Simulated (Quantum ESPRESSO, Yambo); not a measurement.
An input for Yambo 5.3.0 (PbO (P4/nmm)):

```
optics
bss
bse
em1s
dipoles
rim_cut
RandQpts= 1000000
RandGvec= 1 RL
Chimod= "HARTREE"
BSKmod= "SEX"
BSEmod= "resonant"
BSSmod= "d"
BSENGexx= 30 Ry
BSENGBlk= 6 Ry
% BSEQptR
 1 | 1 |
%
% BSEBands
 23 | 32 |
%
% BEnRange
 0 | 7 | eV
%
% BDmRange
 0.1 | 0.1 | eV
%
BEnSteps= 141
% BLongDir
 1 | 0 | 0 |
%
% BndsRnXs
 1 | 145 |
%
NGsBlkXs= 6 Ry
% LongDrXs
 1 | 1 | 1 |
%
% KfnQP_E
 0.064 | 1.0 | 1.0 |
%
WRbsWF
```

The database entry behind the starting cell differs from later determinations by our own check (c about 1 % long), so it need not match the best structure at ambient conditions.

```sh
OMP_NUM_THREADS=1 mpirun -n 4 yambo -F bse3.in -J bse3 -C bse3 > bse3.log
```

The stored states that it reads are on a 4×4×2 mesh. It takes space group P4/nmm (No. 129, tetragonal). Conventional cell: a = 3.960 Å, b = 3.960 Å, c = 5.070 Å, α = 90.00°, β = 90.00°, γ = 90.00°. Nearest to Pb lie 4 O at 2.32 Å. Nearest to O lie 4 Pb at 2.32 Å. Farther neighbours and most contacts between anions are not listed.

Estimate wall time and host memory on 4 MPI ranks of Arm Neoverse V2, shared host.

It took 81 s; on shared hardware allow 41 s to 2.7 min. Peak host memory was 2.0 GiB.

The kernel grows as the square of the matrix size, and full diagonalisation as its cube.

[Paths, hosts, dates, memory and timing lines, banners, echoed tables and standing remarks are left out of the program output.]

[Logs are printed without paths, hosts, clocks, repeated set-up lines and the standing remarks that a program may print on its own settings, such as how far it seeks lower states.]

[Runs of the session that timed out or met a known fault of the program may be left out.]

[Hosts, paths, dates, database ids (printed as entryN), source tags and the programs' standing remarks are cut or masked in the printed files.]
